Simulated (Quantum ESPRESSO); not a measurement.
**How volume moves the moments of MnF2**

Aim: follow moments and order energies of MnF2 with volume.

Main program and level: Quantum ESPRESSO 7.5; PBE with U = 4 eV on Mn d (ortho-atomic projectors); plane waves with GBRV 1.5 PBE potentials, no spin-orbit coupling.

## (1) Starting point

The structure is tetragonal, space group P4_2/mnm (No. 136). The conventional cell has a = 4.874 Å, b = 4.874 Å, c = 3.311 Å, α = 90.00°, β = 90.00°, γ = 90.00°. Nearest to Mn lie 6 F at 2.10 to 2.13 Å. Nearest to F lie 3 Mn at 2.10 to 2.13 Å. Farther neighbours and most contacts between anions are not listed.

The cell comes from the Crystallography Open Database.

## (2) Volume 0.92, ferro ++

All lengths scale alike; the factor is that of the volume. Atoms keep their fractional places. Seeded atoms are those given a starting moment.

pw.in reads:

```
&CONTROL
  calculation = 'scf'
  prefix = 'pwscf'
  outdir = './tmp'
  pseudo_dir = './pseudo'
  disk_io = 'nowf'
  tprnfor = .true.
  tstress = .true.
/
&SYSTEM
  ibrav = 0
  nat = 6
  ntyp = 2
  ecutwfc = 40
  ecutrho = 280
  nbnd = 44
  occupations = 'smearing'
  smearing = 'fd'
  degauss = 0.00367493
  nspin = 2
  starting_magnetization(1) = 0.3
  starting_magnetization(2) = 0
/
&ELECTRONS
  conv_thr = 1.2d-08
  electron_maxstep = 150
  mixing_beta = 0.3
/
ATOMIC_SPECIES
Mn     54.9380 mn_pbe_v1.5.uspp.F.UPF
F      18.9984 f_pbe_v1.4.uspp.F.UPF
CELL_PARAMETERS angstrom
   4.7402034212    0.0000000000    0.0000000000
   0.0000000000    4.7402034212    0.0000000000
   0.0000000000    0.0000000000    3.2199498270
ATOMIC_POSITIONS crystal
Mn      0.0000000000    0.0000000000    0.0000000000
Mn      0.5000000000    0.5000000000    0.5000000000
F       0.3053000000    0.3053000000    0.0000000000
F       0.1947000000    0.8053000000    0.5000000000
F       0.6947000000    0.6947000000    0.0000000000
F       0.8053000000    0.1947000000    0.5000000000
K_POINTS automatic
6 6 6 0 0 0
HUBBARD {ortho-atomic}
U Mn-3d 4.0000
```

Launch:

```console
OMP_NUM_THREADS=1 mpirun -n 2 pw.x -nk 2 -in pw.in > pw.out
```

The log of the run:

```text
Program PWSCF v.7.5 starts

     Message from routine setup:
     using ibrav=0 with symmetry is DISCOURAGED, use correct ibrav instead

     K-points division:     npool     =       2
     Subspace diagonalization in iterative solution of the eigenvalue problem:

     bravais-lattice index     =            0
     lattice parameter (alat)  =       8.9577  a.u.
     unit-cell volume          =     488.2471 (a.u.)^3
     number of atoms/cell      =            6
     number of atomic types    =            2
     number of electrons       =        58.00
     number of Kohn-Sham states=           44
     kinetic-energy cutoff     =      40.0000  Ry
     charge density cutoff     =     280.0000  Ry
     scf convergence threshold =      1.2E-08
     mixing beta               =       0.3000
     number of iterations used =            8  plain     mixing
     Exchange-correlation=  SLA  PW   PBX  PBC
                           (   1   4   3   4   0   0   0)
     Hubbard projectors: ortho-atomic
     Hubbard parameters of DFT+U (Dudarev formulation) in eV:
     U(Mn-3d) =  4.0000

     Internal variables: lda_plus_u =T, lda_plus_u_kind = 0

     Internal variables: orbital_resolved =F, hub_pot_fix =F, apply_U = F

     celldm(1)=   8.957686  celldm(2)=   0.000000  celldm(3)=   0.000000
     celldm(4)=   0.000000  celldm(5)=   0.000000  celldm(6)=   0.000000

     crystal axes: (cart. coord. in units of alat)
               a(1) = (   1.000000   0.000000   0.000000 )
               a(2) = (   0.000000   1.000000   0.000000 )
               a(3) = (   0.000000   0.000000   0.679285 )

     reciprocal axes: (cart. coord. in units 2 pi/alat)
               b(1) = (  1.000000  0.000000  0.000000 )
               b(2) = (  0.000000  1.000000  0.000000 )
               b(3) = (  0.000000  0.000000  1.472136 )

     PseudoPot. # 1 for Mn read from file:
     mn_pbe_v1.5.uspp.F.UPF
     Pseudo is Ultrasoft + core correction, Zval = 15.0

     PseudoPot. # 2 for F  read from file:
     f_pbe_v1.4.uspp.F.UPF
     Pseudo is Ultrasoft, Zval =  7.0

     atomic species   valence    mass     pseudopotential
     Mn               15.00    54.93800     Mn( 1.00)
     F                 7.00    18.99840     F ( 1.00)

     Starting magnetic structure
     atomic species   magnetization
     Mn              0.300
     F               0.000

     16 Sym. Ops., with inversion, found ( 8 have fractional translation)

   Cartesian axes

     site n.     atom                  positions (alat units)
         1        Mn     tau(   1) = (   0.0000000   0.0000000   0.0000000  )
         2        Mn     tau(   2) = (   0.5000000   0.5000000   0.3396426  )
         3        F      tau(   3) = (   0.3053000   0.3053000   0.0000000  )
         4        F      tau(   4) = (   0.1947000   0.8053000   0.3396426  )
         5        F      tau(   5) = (   0.6947000   0.6947000   0.0000000  )
         6        F      tau(   6) = (   0.8053000   0.1947000   0.3396426  )

     number of k points=    40  Fermi-Dirac smearing, width (Ry)=  0.0037
                       cart. coord. in units 2pi/alat
        k(    1) = (   0.0000000   0.0000000   0.0000000), wk =   0.0046296
        k(    2) = (   0.0000000   0.0000000   0.2453560), wk =   0.0092593
        k(    3) = (   0.0000000   0.0000000   0.4907119), wk =   0.0092593
        k(    4) = (   0.0000000   0.0000000  -0.7360679), wk =   0.0046296
        k(    5) = (   0.0000000   0.1666667   0.0000000), wk =   0.0185185
        [... 35 further k-points ...]

     Dense  grid:    38645 G-vectors     FFT dimensions: (  48,  48,  36)

     Smooth grid:    16713 G-vectors     FFT dimensions: (  40,  40,  30)

     Check: negative core charge=   -0.000040
     Generating pointlists ...
     new r_m :   0.1781 (alat units)  1.5954 (a.u.) for type    1
     new r_m :   0.1781 (alat units)  1.5954 (a.u.) for type    2

     Initial potential from superposition of free atoms

     starting charge      56.9998, renormalised to      58.0000

     STARTING HUBBARD OCCUPATIONS:

     =================== HUBBARD OCCUPATIONS ===================
     ------------------------ ATOM    1 ------------------------
     Tr[ns(  1)] (up, down, total) =   5.00000  0.00000  5.00000
     Atomic magnetic moment for atom   1 =   5.00000
     [... lines left out ...]
     ------------------------ ATOM    2 ------------------------
     Tr[ns(  2)] (up, down, total) =   5.00000  0.00000  5.00000
     Atomic magnetic moment for atom   2 =   5.00000
     [... lines left out ...]
     Number of occupied Hubbard levels =   10.0000

     Atomic wfc used for Hubbard projectors are orthogonalized

     Starting wfcs are   42 randomized atomic wfcs +    2 random wfcs

     Self-consistent Calculation

     iteration #  1     ecut=    40.00 Ry     beta= 0.30
     Davidson diagonalization with overlap
     ethr =  1.00E-02,  avg # of iterations =  5.2

     =================== HUBBARD OCCUPATIONS ===================
     ------------------------ ATOM    1 ------------------------
     Tr[ns(  1)] (up, down, total) =   4.97309  0.15146  5.12455
     Atomic magnetic moment for atom   1 =   4.82163
     [... lines left out ...]
     ------------------------ ATOM    2 ------------------------
     Tr[ns(  2)] (up, down, total) =   4.97309  0.15146  5.12455
     Atomic magnetic moment for atom   2 =   4.82163
     [... lines left out ...]
     Number of occupied Hubbard levels =   10.2491

     Threshold (ethr) on eigenvalues was too large:
     Diagonalizing with lowered threshold

     Davidson diagonalization with overlap
     ethr =  7.50E-04,  avg # of iterations =  1.2

     total energy              =    -617.10504120 Ry
     estimated scf accuracy    <       0.44263574 Ry

     total magnetization       =    10.00 Bohr mag/cell
     absolute magnetization    =    10.00 Bohr mag/cell

     iteration #  2     ecut=    40.00 Ry     beta= 0.30
     Davidson diagonalization with overlap
     ethr =  7.63E-04,  avg # of iterations =  1.7

     total energy              =    -617.17497137 Ry
     estimated scf accuracy    <       0.05117874 Ry

     total magnetization       =    10.00 Bohr mag/cell
     absolute magnetization    =    10.00 Bohr mag/cell

     [... further iterations left out ...]

     iteration #  9     ecut=    40.00 Ry     beta= 0.30
     Davidson diagonalization with overlap
     ethr =  1.41E-09,  avg # of iterations =  2.5

     negative rho (up, down):  0.000E+00 1.628E-03

     total energy              =    -617.19066627 Ry
     estimated scf accuracy    <       0.00000005 Ry

     total magnetization       =    10.00 Bohr mag/cell
     absolute magnetization    =    10.00 Bohr mag/cell

     iteration # 10     ecut=    40.00 Ry     beta= 0.30
     Davidson diagonalization with overlap
     ethr =  9.17E-11,  avg # of iterations =  2.0

     negative rho (up, down):  0.000E+00 1.628E-03

     Magnetic moment per site  (integrated on atomic sphere of radius R)
     atom   1 (R=0.178)  charge= 12.2457  magn=  4.1787
     atom   2 (R=0.178)  charge= 12.2457  magn=  4.1787
     atom   3 (R=0.178)  charge=  6.6523  magn=  0.0839
     atom   4 (R=0.178)  charge=  6.6523  magn=  0.0839
     atom   5 (R=0.178)  charge=  6.6523  magn=  0.0839
     atom   6 (R=0.178)  charge=  6.6523  magn=  0.0839

     End of self-consistent calculation

     =================== HUBBARD OCCUPATIONS ===================
     ------------------------ ATOM    1 ------------------------
     Tr[ns(  1)] (up, down, total) =   4.98646  0.21409  5.20055
     Atomic magnetic moment for atom   1 =   4.77236
     [... lines left out ...]
     ------------------------ ATOM    2 ------------------------
     Tr[ns(  2)] (up, down, total) =   4.98646  0.21409  5.20055
     Atomic magnetic moment for atom   2 =   4.77236
     [... lines left out ...]
     Number of occupied Hubbard levels =   10.4011

     [... lines left out ...]
     the Fermi energy is     8.6796 ev

!    total energy              =    -617.19066638 Ry
     estimated scf accuracy    <          4.4E-09 Ry
     smearing contrib. (-TS)   =      -0.00000000 Ry
     internal energy E=F+TS    =    -617.19066638 Ry

     The total energy is F=E-TS. E is the sum of the following terms:
     one-electron contribution =    -358.20418722 Ry
     hartree contribution      =     206.88898763 Ry
     xc contribution           =     -91.48819953 Ry
     ewald contribution        =    -374.45046573 Ry
     Hubbard energy            =       0.06319847 Ry

     total magnetization       =    10.00 Bohr mag/cell
     absolute magnetization    =    10.00 Bohr mag/cell

     convergence has been achieved in  10 iterations

     negative rho (up, down):  0.000E+00 1.628E-03

     Forces acting on atoms (cartesian axes, Ry/au):

     atom    1 type  1   force =     0.00000000    0.00000000    0.00000000
     atom    2 type  1   force =     0.00000000    0.00000000   -0.00000000
     atom    3 type  2   force =    -0.00456777   -0.00456777   -0.00000000
     atom    4 type  2   force =     0.00456777   -0.00456777   -0.00000000
     atom    5 type  2   force =     0.00456777    0.00456777   -0.00000000
     atom    6 type  2   force =    -0.00456777    0.00456777   -0.00000000

     Total force =     0.012920     Total SCF correction =     0.000054

     Computing stress (Cartesian axis) and pressure

     negative rho (up, down):  0.000E+00 1.628E-03
          total   stress  (Ry/bohr**3)                   (kbar)     P=      164.02
   0.00103563   0.00000000   0.00000000          152.35        0.00        0.00
   0.00000000   0.00103563   0.00000000            0.00      152.35        0.00
   0.00000000   0.00000000   0.00127377            0.00        0.00      187.38

=------------------------------------------------------------------------------=
   JOB DONE.
=------------------------------------------------------------------------------=
```

Wall time 2.4 min (2 MPI ranks of Intel Xeon at 2.70GHz, shared host); peak memory 0.43 GiB; 4.6 min of CPU time.

Spin moment in the atom's sphere by atom:

| atom | spin moment in the atom's sphere (μB) |
| --- | --- |
| Mn1 | 4.18 |
| Mn2 | 4.18 |
| F3 | 0.08 |
| F4 | 0.08 |
| F5 | 0.08 |
| F6 | 0.08 |

Read from the output:

| Property | Result |
| --- | --- |
| smearing term TS | 1.05e-12 eV |
| pressure | 16.40 GPa |
| magnetization | 10 μB |
| absolute magnetization | 10.00 μB |
| final state | ferromagnetic |

## (3) Volume 0.92, antiferro +-

pw.in, as its differences from that of step 2:

```diff
@@ -12,6 +12,6 @@
   nat = 6
-  ntyp = 2
+  ntyp = 3
   ecutwfc = 40
   ecutrho = 280
-  nbnd = 44
+  nbnd = 39
   occupations = 'smearing'
@@ -21,3 +21,4 @@
   starting_magnetization(1) = 0.3
-  starting_magnetization(2) = 0
+  starting_magnetization(2) = -0.3
+  starting_magnetization(3) = 0
 /
@@ -29,3 +30,4 @@
 ATOMIC_SPECIES
-Mn     54.9380 mn_pbe_v1.5.uspp.F.UPF
+Mn1    54.9380 mn_pbe_v1.5.uspp.F.UPF
+Mn2    54.9380 mn_pbe_v1.5.uspp.F.UPF
 F      18.9984 f_pbe_v1.4.uspp.F.UPF
@@ -36,4 +38,4 @@
 ATOMIC_POSITIONS crystal
-Mn      0.0000000000    0.0000000000    0.0000000000
-Mn      0.5000000000    0.5000000000    0.5000000000
+Mn1     0.0000000000    0.0000000000    0.0000000000
+Mn2     0.5000000000    0.5000000000    0.5000000000
 F       0.3053000000    0.3053000000    0.0000000000
@@ -45,2 +47,3 @@
 HUBBARD {ortho-atomic}
-U Mn-3d 4.0000
+U Mn1-3d 4.0000
+U Mn2-3d 4.0000
```

The log of the run:

```text
     [... lines left out ...]
Program PWSCF v.7.5 starts
     [... lines left out ...]
     number of atoms/cell      =            6
     [... lines left out ...]
     number of electrons       =        58.00
     number of Kohn-Sham states=           39
     kinetic-energy cutoff     =      40.0000  Ry
     charge density cutoff     =     280.0000  Ry
     scf convergence threshold =      1.2E-08
     [... lines left out ...]
      8 Sym. Ops., with inversion, found
     [... lines left out ...]
     number of k points=    52  Fermi-Dirac smearing, width (Ry)=  0.0037
     [... lines left out ...]
     iteration # 10     ecut=    40.00 Ry     beta= 0.30
     [... lines left out ...]
     Magnetic moment per site  (integrated on atomic sphere of radius R)
     atom   1 (R=0.178)  charge= 12.2476  magn=  4.1627
     atom   2 (R=0.178)  charge= 12.2476  magn= -4.1627
     atom   3 (R=0.178)  charge=  6.6511  magn= -0.0251
     atom   4 (R=0.178)  charge=  6.6511  magn=  0.0251
     atom   5 (R=0.178)  charge=  6.6511  magn= -0.0251
     atom   6 (R=0.178)  charge=  6.6511  magn=  0.0251
     [... lines left out ...]
     Tr[ns(  1)] (up, down, total) =   4.98343  0.22571  5.20914
     [... lines left out ...]
     Tr[ns(  2)] (up, down, total) =   0.22571  4.98343  5.20914
     [... lines left out ...]
     the Fermi energy is     8.2586 ev
!    total energy              =    -617.19519351 Ry
     estimated scf accuracy    <          4.9E-09 Ry
     smearing contrib. (-TS)   =      -0.00000000 Ry
     [... lines left out ...]
     total magnetization       =    -0.00 Bohr mag/cell
     absolute magnetization    =     9.70 Bohr mag/cell
     convergence has been achieved in  10 iterations
     [... lines left out ...]
     Total force =     0.015494     Total SCF correction =     0.000047
     [... lines left out ...]
          total   stress  (Ry/bohr**3)                   (kbar)     P=      156.86
     [... lines left out ...]
```

Run time: 2.5 min. Hardware: 2 MPI ranks; peak memory 0.44 GiB.

Spin moment in the atom's sphere by atom:

| atom | spin moment in the atom's sphere (μB) |
| --- | --- |
| Mn1 | 4.16 |
| Mn2 | -4.16 |
| F3 | -0.03 |
| F4 | 0.03 |
| F5 | -0.03 |
| F6 | 0.03 |

This step gave:

```
smearing term TS       : 9.70e-15 eV
pressure               : 15.69 GPa
magnetization          : 0 μB
absolute magnetization : 9.704 μB
final state            : antiferromagnetic
```

[end of part 1 of 2]

[Logs and program files are shortened in this print: banners, set-up blocks, solver, clock and traceback lines can be left out without a mark of their own.]

[Logs are printed without paths, hosts, clocks, repeated set-up lines and the standing remarks that a program may print on its own settings, such as how far it seeks lower states.]

[Hosts, paths, dates, database ids (printed as entryN), source tags and the programs' standing remarks are cut or masked in the printed files.]

[Where a cell is said to come from a database of computed structures, the database is the Materials Project.]
